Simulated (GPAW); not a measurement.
# A 7-layer slab of Li(110) in an electric field, part 2 of 2

Wanted: the out-of-plane polarisability of a 7-layer slab of Li(110).

GPAW 26.7.0; GPAW, PAW setups; slab in vacuum, relaxation (the session's first sound run).

So far, dipole along the normal (e·Å): step 2 (relaxing the atoms) 0.00274; step 4 (field on) -0.179; step 5 (In a field) -0.0881.

## 8. Field on

File run.py:

```python
import json
import numpy as np
from ase import Atoms
from gpaw import GPAW, PW
from gpaw.external import ConstantElectricField

slab = Atoms(
    ['Li', 'Li', 'Li', 'Li', 'Li', 'Li', 'Li'],
    positions=[
        [0.00000, 0.00000, 8.00000],
        [2.46780, -0.00000, 10.46780],
        [0.00000, 0.00000, 12.93561],
        [2.46780, -0.00000, 15.41175],
        [-0.00000, 0.00000, 17.91644],
        [2.46780, -0.00000, 20.36136],
        [-0.00000, 0.00000, 22.68387]],
    cell=[[2.4678, -1.745, 0.0], [2.4678, 1.745, 0.0], [0.0, 0.0, 30.80682]],
    pbc=[True, True, False])

slab.calc = GPAW(mode=PW(400), xc='PBE', kpts={'size': (11, 11, 1), 'gamma': True},
                 occupations={'name': 'fermi-dirac', 'width': 0.1}, nbands='300%',
                 convergence={'density': 1e-05}, maxiter=200,
                 poissonsolver={'dipolelayer': 'xy'},
                 external=ConstantElectricField(0.1, [0, 0, 1]),
                 symmetry={'tolerance': 1e-3}, txt='slab.txt')
result = {}
energy = slab.get_potential_energy()
fermi = slab.calc.get_fermi_level()
v = slab.calc.get_electrostatic_potential().mean((0, 1)) - fermi
n = slab.calc.get_pseudo_density().mean((0, 1))
L = slab.cell[2, 2]
z = np.arange(len(v)) * L / len(v)
low, high = slab.positions[:, 2].min(), slab.positions[:, 2].max()
below, above = np.interp([low - 5.8, high + 5.8], z, v)
slopes = [np.interp(x, z, np.gradient(v, z)) for x in (low - 5.8, high + 5.8)]
eps = np.array([[slab.calc.get_eigenvalues(k, s) for k in range(len(slab.calc.get_ibz_k_points()))]
                for s in range(slab.calc.get_number_of_spins())]) - fermi
top, bottom = eps[eps < 0].max(), eps[eps > 0].min()
dipole = slab.get_dipole_moment()[2]
print(f'energy {energy:.4f} eV, Fermi level {fermi:.4f} eV, dipole {dipole:.5f} e A')
print(f'potential 5.8 A off the faces, from the Fermi level: lower {below:.4f} eV, upper {above:.4f} eV')
print(f'slope of the potential there: lower {slopes[0]:.5f}, upper {slopes[1]:.5f} eV/A')
print(f'nearest levels on the mesh: {top:.4f} and {bottom:.4f} eV')
print('magnetic moment', round(slab.get_magnetic_moment(), 3))
result.update(energy=energy, fermi=fermi, dipole=dipole, below=below, above=above, slopes=slopes, edges=[top, bottom],
              z=z.tolist(), v=v.tolist(), n=n.tolist(), positions=slab.positions.tolist(),
              forces=slab.get_forces(apply_constraint=False).tolist(), moments=slab.get_magnetic_moments().tolist())
json.dump(result, open('result.json', 'w'))
```

Run with:

```
OMP_NUM_THREADS=1 OPENBLAS_NUM_THREADS=1 python run.py
```

The program printed:

```text
energy -12.7995 eV, Fermi level -1.1897 eV, dipole 0.09326 e A
potential 5.8 A off the faces, from the Fermi level: lower 4.2033 eV, upper 2.2441 eV
slope of the potential there: lower -0.00066, upper 0.00034 eV/A
nearest levels on the mesh: -0.0075 and 0.0129 eV
magnetic moment 0.0
```

It took 59 s on 1 thread of Intel Xeon Platinum 8488C (Sapphire Rapids), shared host; peak memory 0.3 GiB.

The dipole is now 0.0933 e Å, against 0.0027 in the run without a field.

## 9. Field on

Changes to run.py since step 8:

```diff
@@ -23,3 +23,3 @@
                  poissonsolver={'dipolelayer': 'xy'},
-                 external=ConstantElectricField(0.1, [0, 0, 1]),
+                 external=ConstantElectricField(0.2, [0, 0, 1]),
                  symmetry={'tolerance': 1e-3}, txt='slab.txt')
```

The program printed:

```text
energy -12.8134 eV, Fermi level -1.1969 eV, dipole 0.18401 e A
potential 5.8 A off the faces, from the Fermi level: lower 5.1752 eV, upper 1.3097 eV
slope of the potential there: lower -0.00097, upper 0.00027 eV/A
nearest levels on the mesh: -0.0071 and 0.0132 eV
magnetic moment 0.0
```

Wall time 51 s (1 thread); peak memory 0.3 GiB.

The dipole is now 0.184 e Å, against 0.0027 in the run without a field.

## 10. Field on

Changes to run.py since step 9:

```diff
@@ -23,3 +23,3 @@
                  poissonsolver={'dipolelayer': 'xy'},
-                 external=ConstantElectricField(0.2, [0, 0, 1]),
+                 external=ConstantElectricField(0.3, [0, 0, 1]),
                  symmetry={'tolerance': 1e-3}, txt='slab.txt')
```

The program printed:

```text
energy -12.8363 eV, Fermi level -1.2070 eV, dipole 0.27494 e A
potential 5.8 A off the faces, from the Fermi level: lower 6.1571 eV, upper 0.3812 eV
slope of the potential there: lower -0.00150, upper 0.00023 eV/A
nearest levels on the mesh: -0.0066 and 0.0136 eV
magnetic moment 0.0
```

Wall time 50 s (1 thread); peak memory 0.29 GiB.

The dipole is now 0.275 e Å, against 0.0027 in the run without a field.

## 11. The series

The members are put on one axis.

This step: induced dipole against applied field (GPAW 26.7.0).

Table of dipole along the normal by field:

| field (V/Å) | dipole along the normal (e·Å) |
| --- | --- |
| -0.200 | -0.179 |
| -0.100 | -0.0881 |
| -0.050 | -0.0428 |
| 0.000 | 0.00274 |
| 0.050 | 0.0479 |
| 0.100 | 0.0933 |
| 0.200 | 0.184 |
| 0.300 | 0.275 |

## 12. A changed run

One more run, with changed settings.

This step: GPAW, PAW setups; slab in vacuum (GPAW 26.7.0).

Changes to run.py since step 10:

```diff
@@ -4,3 +4,2 @@
 from gpaw import GPAW, PW
-from gpaw.external import ConstantElectricField
 
@@ -20,6 +19,5 @@
 slab.calc = GPAW(mode=PW(400), xc='PBE', kpts={'size': (11, 11, 1), 'gamma': True},
-                 occupations={'name': 'fermi-dirac', 'width': 0.1}, nbands='300%',
-                 convergence={'density': 1e-05}, maxiter=200,
+                 occupations={'name': 'fermi-dirac', 'width': 1.0}, nbands='300%',
+                 convergence={'density': 1e-05}, maxiter=100,
                  poissonsolver={'dipolelayer': 'xy'},
-                 external=ConstantElectricField(0.3, [0, 0, 1]),
                  symmetry={'tolerance': 1e-3}, txt='slab.txt')
```

The program printed:

```text
energy -13.4162 eV, Fermi level -1.8202 eV, dipole 0.00011 e A
potential 5.8 A off the faces, from the Fermi level: lower 4.5346 eV, upper 4.5308 eV
slope of the potential there: lower -0.04149, upper 0.04397 eV/A
nearest levels on the mesh: -0.0275 and 0.0019 eV
magnetic moment 0.0
```

It took 45 s on 1 thread; peak memory 0.22 GiB.

The run finished. A setting was moved off its sound value on purpose, so it serves as a test and not as the result.

The fault put into the input: a smearing of electronvolts (width = 1.0).

## 13. What came out

- work function, upper and lower face: 3.185 and 3.240 eV
- dipole along the normal: 0.00274 e Å
- induced dipole per field: 0.907 e Å per V/Å
- out-of-plane polarisability per area, α/(ε0 A): 19.1 Å

In words: The field induces 0.907 e Å per V/Å, a polarisable thickness α/(ε0 A) of 19.1 Å beside 14.7 Å between the outermost nuclei. A perfect conductor would give the distance between its two image planes; a dielectric of thickness t gives t(1 - 1/ε). The two faces differ by 0.054 eV, the step that the slab's dipole makes (e p/(ε0 A) gives 0.058 eV), so the dipole layer is needed. The lowest atoms were held at bulk positions, which alone makes the faces unlike. The measured value for polycrystalline Li, which weights the faces of low work function, is 2.93 eV (as compiled in "Anisotropic work function of elemental crystals", 2019, arxiv:1902.07811); the relaxed upper face lies 0.26 eV over it with PBE. Measured work functions scatter by a tenth of an eV or more between methods. The induced dipole is linear in the field over this range. The small printed dipole stands for a step of -58 meV from the lower to the upper face, and the probes find -54 meV; values this small are near the numerical noise of both. The in-plane lattice was kept as typed, which isn't the functional's own and leaves some strain; spin-orbit coupling and temperature are left out.

[Logs are printed without paths, hosts, clocks, repeated set-up lines and the standing remarks that a program may print on its own settings, such as how far it seeks lower states.]

[Hosts, paths, dates, database ids (printed as entryN), source tags and the programs' standing remarks are cut or masked in the printed files.]
